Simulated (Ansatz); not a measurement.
# (MgS)3(BeTe)1 [001] superlattice, started as zinc blende: phonons and vibrational spectra, part 2 of 3

Wanted: phonon frequencies of (MgS)3(BeTe)1 [001] superlattice, started as zinc blende and what follows from them.

Ansatz 0.2.0; DFT PBEsol, scalar-relativistic, plane waves, PAW.

So far. Step 4 (Relaxing to small forces for the phonons): The largest force component left is 0.81 meV/Å and the pressure is 0.004 GPa, within the tolerances set. The cell now holds 22.47 Å³/atom. The relaxed cell has a, b, c = 3.911, 4.003, 11.485 Å (conventional setting).

The structure was built from a prototype and need not be the compound's stable phase.

In doubt: the program warns that the response may not be converged on this k-mesh, which bears on the force constants and all frequencies.

## 5. Zone-centre response

The zone centre is the only wavevector solved here; it holds the modes that light can see, as far as symmetry allows. The response to a homogeneous field gives the Born charges and the dielectric tensor, and its change with displacement the Raman tensors.

File input.yaml:

```yaml
crystal:
  lattice:
    - [2.8305808198, 2.8305808198, 0.0]
    - [-2.7651440522, 2.7651440522, 0.0]
    - [0.0, 0.0, 11.4849940516]
  atoms:
    - { symbol: Be, position: [0.5, 0.5, 0.7255330534] }
    - { symbol: Mg, position: [0.0, 0.0, 0.0102481388] }
    - { symbol: Mg, position: [0.5, 0.5, 0.2607563456] }
    - { symbol: Mg, position: [0.0, 0.0, 0.5099211768] }
    - { symbol: S, position: [0.5, 0.0, 0.132941087] }
    - { symbol: S, position: [0.0, 0.5, 0.3825783061] }
    - { symbol: S, position: [0.5, 0.0, 0.6327418641] }
    - { symbol: Te, position: [0.0, 0.5, 0.8452800283] }
kpoints:
  mp_grid: { grid: [8, 8, 2] }
hamiltonian:
  xc: pbesol
scf:
  occupations: { method: fixed }
output:
  eigenvalues: true
phonons:
  method: dfpt
  dielectric: true
  rigid_motions: translations
  raman: true
```

Command:

```
ansatz run input.yaml --threads 8 --pin off --max-ram 14336MiB --backend cpu --events-out ev --progress --plain --runs-dir out
```

Numbers of over 12 decimals in the logs are rounded to 6 here.

The log of the run:

```text
[...]
Crystal: 8 atoms, lattice volume = 179.785 Å³
Basis set: ecut = 420 eV, 3539 PW (Γ), exchange–correlation on 54×54×160 points (8 copies of the dense FFT grid, shifted against one another)
Bands: 41, of which v1, the nominal top of the filled ones, is band 33 counted from 1 (32 counted from 0)
Symmetry: 4 space group operations
k-points: 68 of 128 (irreducible under 1 space group operation, time reversal used)
[...]
SCF iter   1: F=—  HF=-15391.467022 eV  |F-HF|=—  |Δ(HF+E_count)|=         —  Δρ=3.37e-3  dr2=3.57e-2  ethr=1.77e-3  ⟨swp⟩=5.2  Hψ=10551  notcnv=0  defer=385
[...]
SCF iter  10: F=-15391.456542 eV  HF=-15391.456542 eV  |F-HF|=1.82e-12  |Δ(HF+E_count)|=  5.46e-11  Δρ=6.20e-8  dr2=1.18e-11  ethr=1.00e-12  ⟨swp⟩=16.9  Hψ=19934  notcnv=0
SCF 1 converged in 10 iterations: F = -15391.456542 eV  dr2 = 1.18e-11
[...]
DFPT response loops at Γ: preconditioner auto → Resta (q_TF=auto, 2.309 Å⁻¹)  ε∞=7.0 (no band partly filled); β = 1.00, the filter's whole step (`scf.mixing.beta` (0.50) is not read by the response loops at its default; to damp them type it under 1.00, their step now; it binds the ground state too); Broyden in place of MSR1
── the response to a field inside a basis, on 12×12×4 k-points: an SCF that follows is theirs, and a resumed run solves both again ──
Bands: 34, of which v1, the nominal top of the filled ones, is band 33 counted from 1 (32 counted from 0)
k-points: 72 of 576 (time reversal used)
[...]
Eigensolver: Dense (72 Hₖ)
SCF iter   1: F=—  HF=-15391.371832 eV  |F-HF|=—  |Δ(HF+E_count)|=         —  Δρ=2.82e-4  dr2=4.46e-5  ethr=1.00e-1
[...]
SCF iter   7: F=-15391.371872 eV  HF=-15391.371872 eV  |F-HF|=1.82e-12  |Δ(HF+E_count)|=  1.58e-10  Δρ=5.79e-8  dr2=7.84e-12  ethr=1.00e-12
SCF 1 converged in 7 iterations: F = -15391.371872 eV  dr2 = 7.84e-12
[...]
WARN: field response: ε∞ stands inside a basis, on 12×12×4 points; the force constants stand on the 8×8×2 k-mesh, whose period is 11.91 times the interband length at k = (0.0000, 0.0000, 0.0000), direct gap 1.455 eV, under 14: take them and everything formed from them as unconverged, and compare with a denser kpoints.mp_grid
SCF converged after 10 iterations
Free energy (F): -15391.456542 eV
[...]
Internal energy: -15391.456542 eV  (E = F + TS)
E sigma→0 (E₀):  -15391.456542 eV
Fermi energy:    5.704566 eV
[...]
--- Band table (eV; the first three rows and the last of 68) ---
  k-point 0: bands = [... 29 lower, 3.4786, 4.1234, 4.6957, 5.4578, 6.9125, 7.6156, 8.3196, 8.7771, ... 4 higher]
  k-point 1: bands = [... 29 lower, 3.5046, 3.5317, 4.6740, 5.4465, 7.3523, 7.7232, 8.0814, 8.7159, ... 4 higher]
  k-point 2: bands = [... 29 lower, 3.3126, 4.0312, 4.6880, 4.8034, 7.3639, 7.9454, 8.5962, 9.1901, ... 4 higher]
  k-point 67: bands = [... 29 lower, 2.4126, 2.4144, 2.9249, 2.9656, 7.7025, 7.9695, 8.5400, 8.5612, ... 4 higher]
--- Phonons (Γ-DFPT): 16 representative perturbations + reference, on 68 of 128 k-points (Σ response iterations 50) ---
  k mesh reduced under 1 symmetry operation, with k and −k counted as one. Each operation leaves every solved perturbation unchanged. A smaller set is not considered because the run solves the response to a homogeneous field
  ASR residual: 9.397e-5 → 0.000e0 eV/Å²; symmetrization residual: 5.607e-6 eV/Å²
  ASR residual per site (eV/Å²): 9.40e-5 2.21e-5 1.46e-5 9.50e-6 3.42e-5 7.00e-5 7.67e-5 6.03e-6
  Γ frequencies (cm⁻¹): 0.00 0.00 0.00 62.83 66.21 93.41 96.54 121.12 124.17 132.46 179.77 241.80 258.14 297.81 322.70 327.22 328.32 332.22 334.31 342.67 367.26 389.37 448.22 500.87
  ε∞ (high-frequency dielectric tensor):
        5.020877    -0.002797     0.000000
       -0.002797     5.020877     0.000000
        0.000000     0.000000     4.854697
  ε⁰ (static dielectric tensor: ions relaxed, cell fixed):
        8.200806    -0.851673     0.000000
       -0.851673     8.200806     0.000000
        0.000000     0.000000     7.350138
  ε⁰ − ε∞ (ionic part):
        3.179929    -0.848876     0.000000
       -0.848876     3.179929     0.000000
        0.000000     0.000000     2.495440
  softest optical mode at Γ: 62.83 cm⁻¹; the repairs (sum rule, projections) moved no ω² at Γ by more than (2.63 cm⁻¹)²
  Born effective charges Z* (e; rows j = field, columns β = displacement):
    site 0:
         1.91578   -0.11382   -0.00000
        -0.11382    1.91578    0.00000
        -0.00000    0.00000    1.06512
    site 1:
         1.76231    0.02412   -0.00000
         0.02412    1.76231   -0.00000
         0.00000    0.00000    1.99960
    site 2:
         1.87508    0.00378   -0.00000
         0.00378    1.87508    0.00000
        -0.00000    0.00000    2.19582
    site 3:
         1.85570    0.00351   -0.00000
         0.00351    1.85570   -0.00000
        -0.00000    0.00000    2.21324
    site 4:
        -1.94043    0.00144   -0.00000
         0.00144   -1.94043   -0.00000
         0.00000    0.00000   -2.17289
    site 5:
        -1.89686   -0.02450    0.00000
        -0.02450   -1.89686   -0.00000
        -0.00000    0.00000   -2.22476
    site 6:
        -2.13193    0.35000    0.00000
         0.35000   -2.13193   -0.00000
         0.00000   -0.00000   -1.63773
    site 7:
        -1.43966   -0.24453   -0.00000
        -0.24453   -1.43966   -0.00000
         0.00000   -0.00000   -1.43840
  Z* charge neutrality: 1.321e-2 e pre-enforcement
  solved inside a basis spanned on kpoints, on 12×12×4 k-points: ε∞ is read to err by 2.3e-2, Z* by 2.1e-2 e (field_mesh: kpoints solves on kpoints); Z* is corrected for what the basis lacks
  Raman tensors (in the event stream and the table raman_tensors.tsv): an entry may err by 3.8e0 Å², one of the second-order susceptibility by 3.3e0 pm/V (basis, points and sum rule); their sum over the sites missed zero by 1.736e-3 Å² ahead of its enforcement
  optical modes at Γ without the LO–TO term, one row a degenerate level:
      ω (cm⁻¹)  modes    IR ((D/Å)²/amu)  static Raman (Å⁴/amu)  depolarisation
         62.83      1             0.0012                 0.5562           0.750
         66.21      1             0.0503                 0.0455           0.750
         93.41      1             0.0499                 0.0776           0.750
         96.54      1             0.0200                 0.0281           0.750
        121.12      1             0.1141                 2.0873           0.750
        124.17      1             0.0289                 3.0115           0.750
        132.46      1             0.0353                 9.7594           0.082
        179.77      1             0.0214                 2.5923           0.737
        241.80      1             2.2266                 6.5886           0.750
        258.14      1             0.0179                31.5456           0.074
        297.81      1            12.5662                28.7111           0.750
        322.70      1             4.9945                 4.5728           0.750
        327.22      1             3.2191                 0.9245           0.750
        328.32      1            10.0044                 9.5494           0.750
        332.22      1            16.4040                24.7004           0.421
        334.31      1             5.3681                 1.4186           0.750
        342.67      1             6.0782                10.2954           0.750
        367.26      1             6.9668                10.4082           0.264
        389.37      1             0.0679                59.4822           0.025
        448.22      1            11.3328                56.9055           0.750
        500.87      1             1.6763               261.9696           0.029
  optical modes at Γ + LO–TO along q̂ = [1.0000, 0.0000, 0.0000]:
      ω (cm⁻¹)  modes    IR ((D/Å)²/amu)  static Raman (Å⁴/amu)  depolarisation
         62.84      1             0.0010                 0.5546           0.750
         66.48      1             0.0293                 0.0870           0.750
         93.59      1             0.0303                 0.1314           0.750
         96.61      1             0.0147                 0.0302           0.750
        121.44      1             0.0930                 2.1013           0.750
        124.26      1             0.0145                 3.3070           0.750
        132.46      1             0.0353                 9.7594           0.082
        179.77      1             0.0214                 2.5923           0.737
        244.15      1             0.9021                 2.9825           0.750
        258.14      1             0.0179                31.5456           0.074
        305.26      1             4.9300                13.2979           0.750
        323.91      1             2.1632                 1.7805           0.750
        327.48      1             3.7495                 2.1596           0.750
        332.22      1            16.4040                24.7004           0.421
        332.40      1             8.4848                 6.7250           0.750
        339.81      1             3.1315                 6.8885           0.750
        367.26      1             6.9668                10.4082           0.264
        383.24      1            14.1213                13.1359           0.750
        389.37      1             0.0679                59.4822           0.025
[...]
optical modes at Γ + LO–TO along q̂ = [0.0000, 1.0000, 0.0000]:
      ω (cm⁻¹)  modes    IR ((D/Å)²/amu)  static Raman (Å⁴/amu)  depolarisation
[...]
optical modes at Γ + LO–TO along q̂ = [0.0000, 0.0000, 1.0000]:
      ω (cm⁻¹)  modes    IR ((D/Å)²/amu)  static Raman (Å⁴/amu)  depolarisation
[...]
258.17      1             0.0037                30.9925           0.072
        297.81      1            12.5662                28.7111           0.750
        322.70      1             4.9945                 4.5728           0.750
        327.22      1             3.2191                 0.9245           0.750
        328.32      1            10.0044                 9.5494           0.750
        334.31      1             5.3681                 1.4186           0.750
        342.67      1             6.0782                10.2954           0.750
        353.48      1             1.1315                20.8962           0.160
        389.15      1             0.0719                59.6518           0.037
        418.27      1            19.2686                14.5999           0.741
        448.22      1            11.3328                56.9055           0.750
        507.79      1             4.6927               292.2694           0.042
```

Elapsed: 9.3 min, on 8 threads of Arm Neoverse V1, shared host; peak memory 3.3 GiB.

The column dr2 measures how far the density is from self-consistency, as an energy; F and HF (Harris–Foulkes) agree once it is small.

Numbers from this step:

- sum-rule residual before enforcement: 9.40e-5 eV/Å²
- miss of the charge sum rule: 0.01321 e
- estimated error of the dielectric tensor: 0.02329
- estimated error of the Born charges: 0.02132 e
- point group: mm2
- highest optical mode at the zone centre (no LO-TO term): 500.9 cm⁻¹
- lowest optical zone-centre mode: 62.83 cm⁻¹
- mean high-frequency dielectric constant: 4.965
- largest Born charge (third of the trace): -2.018 e
- mean static dielectric constant: 7.917
- top of the zone-centre spectrum with the field: 507.8 cm⁻¹

Without the LO-TO term. Patterns of degenerate modes are one choice out of their space. The modes at Γ (shares of kinetic energy by element, %):

| mode | frequency (cm⁻¹) | symmetry | Be % | Mg % | S % | Te % |
| --- | --- | --- | --- | --- | --- | --- |
| 1 | 0.0 | acoustic | 3 | 24 | 31 | 42 |
| 2 | 0.0 | acoustic | 3 | 24 | 31 | 42 |
| 3 | 0.0 | acoustic | 3 | 24 | 31 | 42 |
| 4 | 62.8 | B2 | 3 | 28 | 34 | 36 |
| 5 | 66.2 | B1 | 0 | 31 | 32 | 37 |
| 6 | 93.4 | B1 | 2 | 42 | 55 | 1 |
| 7 | 96.5 | B2 | 0 | 46 | 49 | 5 |
| 8 | 121.1 | B2 | 0 | 45 | 42 | 12 |
| 9 | 124.2 | B1 | 23 | 10 | 63 | 4 |
| 10 | 132.5 | A1 | 0 | 24 | 30 | 46 |
| 11 | 179.8 | A1 | 2 | 32 | 66 | 0 |
| 12 | 241.8 | B1 | 0 | 83 | 1 | 16 |
| 13 | 258.1 | A1 | 2 | 9 | 81 | 8 |
| 14 | 297.8 | B1 | 72 | 0 | 28 | 0 |
| 15 | 322.7 | B1 | 0 | 54 | 46 | 0 |
| 16 | 327.2 | B2 | 0 | 52 | 48 | 0 |
| 17 | 328.3 | B1 | 1 | 55 | 44 | 0 |
| 18 | 332.2 | A1 | 0 | 73 | 25 | 1 |
| 19 | 334.3 | B2 | 0 | 54 | 46 | 0 |
| 20 | 342.7 | B2 | 2 | 51 | 47 | 1 |
| 21 | 367.3 | A1 | 2 | 72 | 26 | 0 |
| 22 | 389.4 | A1 | 1 | 64 | 33 | 1 |
| 23 | 448.2 | B2 | 92 | 1 | 3 | 5 |
| 24 | 500.9 | A1 | 89 | 2 | 8 | 1 |

Displacements in mode 4 (62.8 cm⁻¹), the largest set to 1:
```
Be1  0.61  0.61  0.00
Mg2 -1.00 -1.00  0.00
Mg3 -0.73 -0.73  0.00
Mg4  0.15  0.15  0.00
S5  -0.96 -0.96  0.00
S6  -0.66 -0.66  0.00
S7   0.22  0.22  0.00
Te8  0.61  0.61  0.00
```

Displacements in mode 16 (327.2 cm⁻¹), the largest set to 1:
```
Be1 -0.02 -0.02  0.00
Mg2  1.00  1.00  0.00
Mg3 -0.15 -0.15  0.00
Mg4 -0.05 -0.05  0.00
S5  -0.83 -0.83  0.00
S6   0.19  0.19  0.00
S7   0.03  0.03  0.00
Te8  0.00  0.00  0.00
```

Optical modes at the zone centre, without and with the macroscopic field of the longitudinal modes; each column is sorted by frequency, so a row need not hold one and the same mode. Modes with and without the field, by row:

```csv
rank among optical modes,no field (cm⁻¹),"q along (1, 0, 0) (cm⁻¹)","q along (0, 0, 1) (cm⁻¹)"
1,62.8,62.8,62.8
2,66.2,66.5,66.2
3,93.4,93.6,93.4
4,96.5,96.6,96.5
5,121.1,121.4,121.1
6,124.2,124.3,124.2
7,132.5,132.5,132.7
8,179.8,179.8,179.9
9,241.8,244.2,241.8
10,258.1,258.1,258.2
11,297.8,305.3,297.8
12,322.7,323.9,322.7
13,327.2,327.5,327.2
14,328.3,332.2,328.3
15,332.2,332.4,334.3
16,334.3,339.8,342.7
17,342.7,367.3,353.5
18,367.3,383.2,389.1
19,389.4,389.4,418.3
20,448.2,473.8,448.2
21,500.9,500.9,507.8
```

Born charge (rows field, columns displacement) (e), principal values of the symmetric part by kind of site:

| atom | atoms with these values | low | middle | high | mean |
| --- | --- | --- | --- | --- | --- |
| Be1 | 1 | 1.07 | 1.80 | 2.03 | 1.63 |
| Mg2 | 1 | 1.74 | 1.79 | 2.00 | 1.84 |
| Mg3 | 1 | 1.87 | 1.88 | 2.20 | 1.98 |
| Mg4 | 1 | 1.85 | 1.86 | 2.21 | 1.97 |
| S5 | 1 | -2.17 | -1.94 | -1.94 | -2.02 |
| S6 | 1 | -2.22 | -1.92 | -1.87 | -2.01 |
| S7 | 1 | -2.48 | -1.78 | -1.64 | -1.97 |
| Te8 | 1 | -1.68 | -1.44 | -1.20 | -1.44 |

In full for Mg2:

```
1.76 0.02 0.00
0.02 1.76 0.00
0.00 0.00 2.00
```

(Part 2 of 3 ends here.)

[Logs are printed without paths, hosts, clocks, repeated set-up lines and the standing remarks that a program may print on its own settings, such as how far it seeks lower states.]

[Hosts, paths, dates, database ids (printed as entryN), source tags and the programs' standing remarks are cut or masked in the printed files.]
